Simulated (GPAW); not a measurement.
# A GW chain in GPAW: MoS2 (P6_3/mmc)

Wanted: ground state, empty states, screening and self-energy for MoS2 (P6_3/mmc).

Main program and level: GPAW 26.7.0; LDA and many-body steps on it, plane waves.

The database entry behind the starting cell differs from later determinations by our own check (about 0.3 % long), so it need not match the best structure at ambient conditions.

## 1. Set-up

Symmetry: P6_3/mmc, No. 194, hexagonal system. Conventional cell: a = 3.169 Å, b = 3.169 Å, c = 12.324 Å, α = 90.00°, β = 90.00°, γ = 120.00°. Nearest to Mo lie 6 S at 2.41 Å. Nearest to S lie 3 Mo at 2.41 Å. Farther neighbours and most contacts between anions are not listed.

The cell and positions come from the Crystallography Open Database and are kept as given unless a step says otherwise.

## 2. Ground state

This step: GPAW 26.7.0; DFT, LDA, plane waves, PAW.

The ground-state density comes first.

Input file run.py:

```python
import json
import numpy as np
from gpaw.mpi import world
from ase import Atoms
from gpaw import GPAW, PW, FermiDirac

atoms = Atoms(['Mo', 'Mo', 'S', 'S', 'S', 'S'],
    cell=[[3.1690000000, 0.0000000000, 0.0000000000],
      [-1.5845000000, 2.7444345046, 0.0000000000],
      [0.0000000000, 0.0000000000, 12.3240000000]],
    scaled_positions=[[0.3333333333, 0.6666666667, 0.2500000000],
      [0.6666666667, 0.3333333333, 0.7500000000],
      [0.3333333333, 0.6666666667, 0.6230000000],
      [0.6666666667, 0.3333333333, 0.1230000000],
      [0.3333333333, 0.6666666667, 0.8770000000],
      [0.6666666667, 0.3333333333, 0.3770000000]],
    pbc=(True, True, True))
calc = GPAW(mode=PW(450),
    xc='LDA',
    kpts={'size': (9, 9, 2), 'gamma': True},
    occupations=FermiDirac(0.001),
    nbands=-9,
    convergence={'density': 1e-6, 'bands': -3},
    maxiter=100,
    txt='gs.txt')
atoms.calc = calc
res = {'energy': atoms.get_potential_energy()}
kpts = calc.get_ibz_k_points()
res['kpts'] = kpts
res['eigenvalues'] = [calc.get_eigenvalues(kpt=k) for k in range(len(kpts))]
res['n_electrons'] = calc.get_number_of_electrons()
calc.write('gs.gpw')

if world.rank == 0:
    with open('result.json', 'w') as f:
        json.dump(res, f, default=lambda x: x.tolist())
```

Started as:

```console
$ mpirun -n 8 gpaw python run.py
```

Numbers of over 12 decimals in the logs are rounded to 6 here.

Log:

```text
__  _  _
 | _ |_)|_||  |
 |__||  | ||/\| - 26.7.0

Input parameters:
  mode=PW(ecut=450.000000),
  convergence={'density': 1e-06, 'bands': -3},
  kpts=MonkhorstPack(size=(9, 9, 2), gamma=True),
  maxiter=100,
  nbands=-9,
  occupations=Occupations(name='fermi-dirac', width=0.001, fixmagmom=False),
  xc=XC(name='LDA')
  [... matrices ...]
Diagonalizing LCAO Hamiltonian
Converting LCAO to pw mode

        S

           Mo
        S

           S
        Mo

           S

Atoms  # Å, Bohr magnetons
|   | symbol |         x |        y |         z |    initial magnetic moments |
| 0 |     Mo | -0.000000 | 1.829623 |  3.081000 | ( 0.0000,  0.0000,  0.0000) |
| 1 |     Mo |  1.584500 | 0.914812 |  9.243000 | ( 0.0000,  0.0000,  0.0000) |
| 2 |      S | -0.000000 | 1.829623 |  7.677852 | ( 0.0000,  0.0000,  0.0000) |
| 3 |      S |  1.584500 | 0.914812 |  1.515852 | ( 0.0000,  0.0000,  0.0000) |
| 4 |      S | -0.000000 | 1.829623 | 10.808148 | ( 0.0000,  0.0000,  0.0000) |
| 5 |      S |  1.584500 | 0.914812 |  4.646148 | ( 0.0000,  0.0000,  0.0000) |

Unit cell  # Å
| periodic |         x |        y |         z |   lengths |     angles |
|      yes |  3.169000 | 0.000000 |  0.000000 |  3.169000 |  90.000000 |
|      yes | -1.584500 | 2.744435 |  0.000000 |  3.169000 |  90.000000 |
|      yes |  0.000000 | 0.000000 | 12.324000 | 12.324000 | 120.000000 |

Number of symmetries: 12
Symmetry operations  # r_c * U_cc + t_c -> r_c
|    | kind |            matrix            |
|  0 |  σ   |  1, 1, 0,  0,-1, 0,  0, 0, 1 |
|  1 |  S6  |  1, 1, 0, -1, 0, 0,  0, 0,-1 |
|  2 |  E   |  1, 0, 0,  0, 1, 0,  0, 0, 1 |
|  3 |  C2  |  1, 0, 0, -1,-1, 0,  0, 0,-1 |
|  4 |  C2  |  0, 1, 0,  1, 0, 0,  0, 0,-1 |
|  5 |  C3  |  0, 1, 0, -1,-1, 0,  0, 0, 1 |
|  6 |  S6  |  0,-1, 0,  1, 1, 0,  0, 0,-1 |
|  7 |  σ   |  0,-1, 0, -1, 0, 0,  0, 0, 1 |
|  8 |  σ   | -1, 0, 0,  1, 1, 0,  0, 0, 1 |
|  9 |  i   | -1, 0, 0,  0,-1, 0,  0, 0,-1 |
| 10 |  C3  | -1,-1, 0,  1, 0, 0,  0, 0, 1 |
| 11 |  C2  | -1,-1, 0,  0, 1, 0,  0, 0,-1 |

BZ-sampling:
  Number of BZ points: 162
  Number of IBZ points: 24

  Monkhorst-Pack size: [9, 9, 2]
  Monkhorst-Pack shift: [0.0, 0.0, 0.25]

K-points  # in reciprocal-cell coordinates
|     |                                coordinates |     weight |
|   0 | (  0.00000000,   0.00000000,   0.00000000) | 0.00617284 |
|   1 | (  0.00000000,   0.00000000,   0.50000000) | 0.00617284 |
|   2 | (  0.11111111,   0.00000000,   0.00000000) | 0.03703704 |
|   3 | (  0.11111111,   0.00000000,   0.50000000) | 0.03703704 |
|   4 | (  0.22222222,  -0.11111111,   0.00000000) | 0.03703704 |
|   5 | (  0.22222222,  -0.11111111,   0.50000000) | 0.03703704 |
|   6 | (  0.22222222,   0.00000000,   0.00000000) | 0.03703704 |
|   7 | (  0.22222222,   0.00000000,   0.50000000) | 0.03703704 |
|   8 | (  0.33333333,  -0.11111111,   0.00000000) | 0.07407407 |
|   9 | (  0.33333333,  -0.11111111,   0.50000000) | 0.07407407 |
| ... |                                            |            |
|  23 | (  0.44444444,   0.44444444,   0.50000000) | 0.03703704 |

Plane wave coefficients: 2382
Cutoff: 450.000000 eV

Spin-components: 1 (collinear spins)
Bands:           35
Projectors:      32
Spin-degeneracy: 2
Datatype:        complex128

  Storage: CPU
  Wave functions: 31_543_680 bytes (3_942_960 per core)
  Projectors: 23_432_448 bytes (2_929_056 per core)
  [... matrices ...]
Parallelization:
  kpt:    8
  domain: 1
  band:   1

Density:
  Valence electrons: 52.0
  Components: 1
  Grid points: [16 16 63]
  Charge: 0.0  # |e|

Potential:
  Grid points: [16 16 63]

species:
  Mo:
    name:    Molybdenum
    Z:       42.0
    valence: 14
    core:    28
    charge:  0.0  # [|e|]
    compensation charges:
      type: gauss
      rc: 0.38  # [Å]
      lmax: 2
    cutoffs:
      filter: 2.16  # [Å]
      core: 1.42  # [Å]
    projectors
    | kind |    occ | energy [eV] | rcut [Å] |
    |   4s |  2.000 |     -64.384 |    1.238 |
    |   5s |  1.000 |      -4.319 |    1.238 |
    |   4p |  6.000 |     -38.595 |    1.296 |
    |   5p |  0.000 |      -1.161 |    1.296 |
    |   4d |  5.000 |      -3.933 |    1.296 |
    |    d |        |      23.278 |    1.296 |

    Using partial waves for Mo as LCAO basis

  S:
    name:    Sulfur
    Z:       16.0
    valence: 6
    core:    10
    charge:  0.0  # [|e|]
    compensation charges:
      type: gauss
      rc: 0.24  # [Å]
      lmax: 2
    cutoffs:
      filter: 1.77  # [Å]
      core: 1.66  # [Å]
    projectors
    | kind |    occ | energy [eV] | rcut [Å] |
    |   3s |  2.000 |     -17.278 |    0.974 |
    |   3p |  4.000 |      -7.106 |    0.979 |
    |    s |        |       9.933 |    0.974 |
    |    p |        |      20.105 |    0.979 |
    |    d |        |       0.000 |    0.900 |

    Using partial waves for S as LCAO basis

Reference energy: -263337.961849  # eV

eigensolver:
  PPCG
  Converge bands: -3
  niter=2

density mixing:
  MSR1-Mixer
  Pratt-step length: 0.05
  Maximum mixing coefficient: 0.75
  Old densities: 10
  SVD Regularization: 0.005
  Good broyden scale: 1.0
  Trust region scale: 1.0
  Backstep threshold: 4.0
  History deletion threshold: 6.0
  Fourier metric: weight=20.0, sigma=0.015

occupation numbers:
  Fermi-Dirac:
    width: 0.0010  # eV

poisson solver:
  ecut: 3600.000000  # eV

xc functional:
  name: None

Initialization done in: 1.581 s

convergence criteria:
- Maximum integral of absolute [dens]ity change: 1e-06 electrons / valence electron
- Maximum [total energy] change in last 3 cyles: 0.0005 eV / valence electron
- Maximum integral of absolute [eigenst]ate change: 4e-08 eV^2 / valence electron
maximum number of iterations: 100

SCF iterations
|iter     |     time |      energy | eigst |  dens |
|iter:   1|  |  -52.812625 | +0.70 |       |
|iter:   2|  |  -51.820051 | -0.86 | -0.99 |
|iter:   3|  |  -49.742256 | -0.78 | -1.06 |
|iter:   4|  |  -49.619046 | -1.61 | -1.48 |
|iter:   5|  |  -49.614209 | -2.45 | -1.84 |
|iter:   6|  |  -49.623876c| -2.18 | -2.25 |
|iter:   7|  |  -49.604954c| -2.40 | -2.27 |
|iter:   8|  |  -49.604956c| -4.12 | -3.12 |
|iter:   9|  |  -49.604956c| -5.65 | -3.53 |
|iter:  10|  |  -49.604956c| -6.77 | -4.29 |
|iter:  11|  |  -49.604956c| -7.48c| -4.80 |
|iter:  12|  |  -49.604956c| -8.12c| -5.39 |
|iter:  13|  |  -49.604956c| -8.62c| -6.22c|

Converged in 13 steps
SCF loop duration: 7.830 s (0.602 s/step)
Energy contributions relative to reference atoms: (reference = -263337.961849)
  [... matrices ...]
Energy contributions:
  Kinetic:          -7.858439
  Coulomb:          -4.887960
  Zero:             -0.332906
  External:          0.000000
  Xc:              -36.525651
  Entropy:          -0.000000
  Spinorbit:         0.000000
  ----------------------------
  Free energy:     -49.604956
  Extrapolated:    -49.604956

dipole moment: (0.000001, 0.000002, 0.000007)  # |e|*Ang

Fermi level: 8.782
Eigenvalues  # (at kpt = [0.000, 0.000, 0.000])
| band index |      eig [eV] | occ [0-2] |
|          0 |       -53.474 |     2.000 |
|        ... |               |           |
|         18 |         4.693 |     2.000 |
|         19 |         5.777 |     2.000 |
|         20 |         5.777 |     2.000 |
|         21 |         5.824 |     2.000 |
|         22 |         5.824 |     2.000 |
|         23 |         6.750 |     2.000 |
|         24 |         6.787 |     2.000 |
|         25 |         7.947 |     2.000 |
|         26 |        10.024 |     0.000 |
[...]
|         30 |        10.200 |     0.000 |
|         31 |        10.200 |     0.000 |
|         32 |        10.375 |     0.000 |
|         33 |        10.375 |     0.000 |
|         34 |        13.372 |     0.000 |

Gap: 0.887 eV
Transition (v -> c):
  (s=0, k=0, n=25, [0.00, 0.00, 0.00]) -> (s=0, k=8, n=26, [0.33, -0.11, 0.00])
Direct/indirect transitions are different
Direct gap: 1.636 eV
Transition at: (s=0, k=12, n=25, [0.33, 0.33, 0.00])
# Writing to gs.gpw (mode='')
  [... matrices ...]
```

Elapsed: 11 s, on 8 MPI ranks of Arm Neoverse V2, shared host; peak memory 1.4 GiB.

Numbers from this step:

```
total energy               : -49.60 eV
gap                        : 0.8869 eV
k of the valence top       : 0, 0, 0
k of the conduction bottom : 0.3333, -0.1111, 0
least direct gap           : 1.636 eV
```

The gap is indirect, with the least direct gap 0.75 eV higher.

## 3. Bands along the symmetry lines

The cheap functional maps the bands first; the places of the edges decide which points the dearer methods must see.

Input file run.py:

```python
import json
import numpy as np
from gpaw.mpi import world
from gpaw import GPAW

path = [[0.000000, 0.000000, 0.000000],
    [0.062500, 0.000000, 0.000000],
    [0.125000, 0.000000, 0.000000],
    [0.187500, 0.000000, 0.000000],
    [0.250000, 0.000000, 0.000000],
    [0.312500, 0.000000, 0.000000],
    [0.375000, 0.000000, 0.000000],
    [0.437500, 0.000000, 0.000000],
    [0.500000, 0.000000, 0.000000],
    [0.479167, 0.041667, 0.000000],
    [0.458333, 0.083333, 0.000000],
    [0.437500, 0.125000, 0.000000],
    [0.416667, 0.166667, 0.000000],
    [0.395833, 0.208333, 0.000000],
    [0.375000, 0.250000, 0.000000],
    [0.354167, 0.291667, 0.000000],
    [0.333333, 0.333333, 0.000000],
    [0.291667, 0.291667, 0.000000],
    [0.250000, 0.250000, 0.000000],
    [0.208333, 0.208333, 0.000000],
    [0.166667, 0.166667, 0.000000],
    [0.125000, 0.125000, 0.000000],
    [0.083333, 0.083333, 0.000000],
    [0.041667, 0.041667, 0.000000],
    [0.000000, 0.000000, 0.000000],
    [0.000000, 0.000000, 0.062500],
    [0.000000, 0.000000, 0.125000],
    [0.000000, 0.000000, 0.187500],
    [0.000000, 0.000000, 0.250000],
    [0.000000, 0.000000, 0.312500],
    [0.000000, 0.000000, 0.375000],
    [0.000000, 0.000000, 0.437500],
    [0.000000, 0.000000, 0.500000],
    [0.062500, 0.000000, 0.500000],
    [0.125000, 0.000000, 0.500000],
    [0.187500, 0.000000, 0.500000],
    [0.250000, 0.000000, 0.500000],
    [0.312500, 0.000000, 0.500000],
    [0.375000, 0.000000, 0.500000],
    [0.437500, 0.000000, 0.500000],
    [0.500000, 0.000000, 0.500000],
    [0.479167, 0.041667, 0.500000],
    [0.458333, 0.083333, 0.500000],
    [0.437500, 0.125000, 0.500000],
    [0.416667, 0.166667, 0.500000],
    [0.395833, 0.208333, 0.500000],
    [0.375000, 0.250000, 0.500000],
    [0.354167, 0.291667, 0.500000],
    [0.333333, 0.333333, 0.500000],
    [0.291667, 0.291667, 0.500000],
    [0.250000, 0.250000, 0.500000],
    [0.208333, 0.208333, 0.500000],
    [0.166667, 0.166667, 0.500000],
    [0.125000, 0.125000, 0.500000],
    [0.083333, 0.083333, 0.500000],
    [0.041667, 0.041667, 0.500000],
    [0.000000, 0.000000, 0.500000],
    [0.500000, 0.000000, 0.500000],
    [0.500000, 0.000000, 0.437500],
    [0.500000, 0.000000, 0.375000],
    [0.500000, 0.000000, 0.312500],
    [0.500000, 0.000000, 0.250000],
    [0.500000, 0.000000, 0.187500],
    [0.500000, 0.000000, 0.125000],
    [0.500000, 0.000000, 0.062500],
    [0.500000, 0.000000, 0.000000],
    [0.333333, 0.333333, 0.500000],
    [0.333333, 0.333333, 0.437500],
    [0.333333, 0.333333, 0.375000],
    [0.333333, 0.333333, 0.312500],
    [0.333333, 0.333333, 0.250000],
    [0.333333, 0.333333, 0.187500],
    [0.333333, 0.333333, 0.125000],
    [0.333333, 0.333333, 0.062500],
    [0.333333, 0.333333, 0.000000]]
calc = GPAW('gs.gpw').fixed_density(kpts=path,
    symmetry='off',
    nbands=36,
    convergence={'bands': 32},
    txt='bands.txt')
res = {}
kpts = calc.get_ibz_k_points()
res['kpts'] = kpts
res['eigenvalues'] = [calc.get_eigenvalues(kpt=k) for k in range(len(kpts))]
res['n_electrons'] = calc.get_number_of_electrons()

if world.rank == 0:
    with open('result.json', 'w') as f:
        json.dump(res, f, default=lambda x: x.tolist())
```

Started as:

```console
$ mpirun -n 8 gpaw python run.py
```

Log:

```text
Diagonalizing LCAO Hamiltonian
Converting LCAO to pw mode
convergence criteria:
- Maximum integral of absolute [eigenst]ate change: 4e-08 eV^2 / valence electron
maximum number of iterations: 100

SCF iterations
|iter     |     time |      energy | eigst |  dens |
|iter:   1|  |             | +0.54 |       |
|iter:   2|  |             | -0.79 |       |
|iter:   3|  |             | -1.87 |       |
[...]
|iter:   9|  |             | -6.56 |       |
|iter:  10|  |             | -7.17 |       |
|iter:  11|  |             | -7.82c|       |
SCF steps: 11
  __  _  _
 | _ |_)|_||  |
 |__||  | ||/\| - 26.7.0

Input parameters:
  mode=PW(ecut=450.000000),
  convergence={'bands': 32},
  gpts=array([16, 16, 63]),
  kpts=KPoints(kpts=array([[0.      , 0.      , 0.      ],
         [0.0625  , 0.      , 0.      ],
         [0.125   , 0.      , 0.      ],
         [0.1875  , 0.      , 0.      ],
[...]
[0.479167, 0.041667, 0.      ],
         [0.458333, 0.083333, 0.      ],
[...]
[0.416667, 0.166667, 0.      ],
[...]
[0.5     , 0.      , 0.0625  ],
         [0.5     , 0.      , 0.      ],
[...]
[0.333333, 0.333333, 0.125   ],
         [0.333333, 0.333333, 0.0625  ],
         [0.333333, 0.333333, 0.      ]])),
  maxiter=100,
  nbands=36,
  occupations=Occupations(name='fermi-dirac', width=0.001, fixmagmom=False),
  parallel={},
  symmetry=Symmetry(point_group=False, time_reversal=False),
  xc=XC(name='LDA')
  [... matrices ...]
timing:  # [seconds]
  Total: 0.028  # ━━━━━━━━━━━━━━━━━━━━━━━━━━━━━━━━━━━━━━━━━━━━━━━━━━━━━━━━━━━
```

The job ended after 24 s (8 MPI ranks; peak memory 1.6 GiB).

Numbers from this step:

```
gap                        : 0.8093 eV
k of the valence top       : 0, 0, 0
k of the conduction bottom : 0.1667, 0.1667, 0
least direct gap           : 1.636 eV
```

The gap is 0.809 eV, −0.078 eV from the run before at this level.

The electronic bands at the labelled points (eV, zero at the top of the highest filled band):

```csv
point,band 23,band 24,band 25,band 26,band 27,band 28,band 29,band 30
Γ,-2.12,-1.20,-1.16,0.00,2.08,2.08,2.11,2.11
halfway,-2.31,-1.58,-1.51,-1.38,1.14,1.57,1.78,1.99
M,-1.72,-1.52,-1.42,-1.29,1.55,1.60,1.93,2.21
halfway,-2.76,-2.32,-1.12,-0.92,1.40,1.51,2.23,2.32
K,-2.66,-2.66,-0.80,-0.63,1.01,1.01,1.73,2.78
halfway,-1.79,-1.56,-1.50,-1.47,0.81,1.59,1.67,1.72
Γ,-2.12,-1.20,-1.16,0.00,2.08,2.08,2.11,2.11
halfway,-2.13,-1.86,-0.64,-0.06,2.08,2.08,2.10,2.10
A,-2.15,-2.15,-0.27,-0.27,2.08,2.08,2.08,2.08
halfway,-2.05,-2.05,-1.39,-1.39,1.49,1.49,1.66,1.66
L,-1.62,-1.62,-1.34,-1.34,1.57,1.57,2.08,2.08
halfway,-2.58,-2.58,-1.01,-1.01,1.46,1.46,2.27,2.27
H,-2.84,-2.84,-0.73,-0.73,1.01,1.01,2.22,2.22
halfway,-1.74,-1.74,-1.48,-1.48,1.15,1.15,1.77,1.77
A,-2.15,-2.15,-0.27,-0.27,2.08,2.08,2.08,2.08
jump to L,-1.62,-1.62,-1.34,-1.34,1.57,1.57,2.08,2.08
halfway,-1.69,-1.55,-1.39,-1.30,1.56,1.59,1.98,2.17
M,-1.72,-1.52,-1.42,-1.29,1.55,1.60,1.93,2.21
jump to H,-2.84,-2.84,-0.73,-0.73,1.01,1.01,2.22,2.22
halfway,-2.74,-2.74,-0.78,-0.66,1.01,1.01,1.87,2.62
K,-2.66,-2.66,-0.80,-0.63,1.01,1.01,1.73,2.78
```

## 4. Empty states on the mesh, 6×6×2 mesh, 152 bands

The sums over transitions need many empty states on a uniform mesh; this step solves for them.

Input file run.py:

```python
import json
import numpy as np
from gpaw.mpi import world
from gpaw import GPAW

calc = GPAW('gs.gpw').fixed_density(kpts={'size': (6, 6, 2), 'gamma': True},
    nbands=177,
    convergence={'bands': 152},
    update_fermi_level=True,
    txt='nscf.txt')
calc.write('full.gpw', mode='all')
res = {}
kpts = calc.get_ibz_k_points()
res['kpts'] = kpts
res['eigenvalues'] = [calc.get_eigenvalues(kpt=k) for k in range(len(kpts))]
res['n_electrons'] = calc.get_number_of_electrons()

if world.rank == 0:
    with open('result.json', 'w') as f:
        json.dump(res, f, default=lambda x: x.tolist())
```

Started as:

```console
$ mpirun -n 8 gpaw python run.py
```

Log:

```text
Diagonalizing LCAO Hamiltonian
Converting LCAO to pw mode
convergence criteria:
- Maximum integral of absolute [eigenst]ate change: 4e-08 eV^2 / valence electron
maximum number of iterations: 100

SCF iterations
|iter     |     time |      energy | eigst |  dens |
|iter:   1|  |             | +3.87 |       |
|iter:   2|  |             | +2.66 |       |
|iter:   3|  |             | +1.49 |       |
[...]
|iter:  12|  |             | -6.51 |       |
|iter:  13|  |             | -7.06 |       |
|iter:  14|  |             | -7.66c|       |
SCF steps: 14
  __  _  _
 | _ |_)|_||  |
 |__||  | ||/\| - 26.7.0

Input parameters:
  mode=PW(ecut=450.000000),
  convergence={'bands': 152},
  gpts=array([16, 16, 63]),
  kpts=MonkhorstPack(size=(6, 6, 2), gamma=True),
  maxiter=100,
  nbands=177,
  occupations=Occupations(name='fermi-dirac', width=0.001, fixmagmom=False),
  parallel={},
  xc=XC(name='LDA')
# Writing to full.gpw (mode='all')
  [... matrices ...]

timing:  # [seconds]
  Total: 0.102  # ━━━━━━━━━━━━━━━━━━━━━━━━━━━━━━━━━━━━━━━━━━━━━━━━━━━━━━━━━━━
```

Wall time 41 s (8 MPI ranks); peak memory 1.7 GiB.

Numbers from this step:

```yaml
gap: 0.8093 eV
k_of_the_valence_top: 0, 0, 0
k_of_the_conduction_bottom: 0.3333, -0.1667, 0
least_direct_gap: 1.636 eV
k_points_computed: 14
lowest_point_of_the_top_converged_band_above_the_valence_top: 52.7390 eV
```

On this mesh the gap is 0.809 eV.

[end of part 1 of 2]

[Paths, hosts, dates, memory and timing lines, banners, echoed tables and standing remarks are left out of the program output.]

[Logs are printed without paths, hosts, clocks, repeated set-up lines and the standing remarks that a program may print on its own settings, such as how far it seeks lower states.]

[Runs of the session that timed out or met a known fault of the program may be left out.]

[Hosts, paths, dates, database ids (printed as entryN), source tags and the programs' standing remarks are cut or masked in the printed files.]
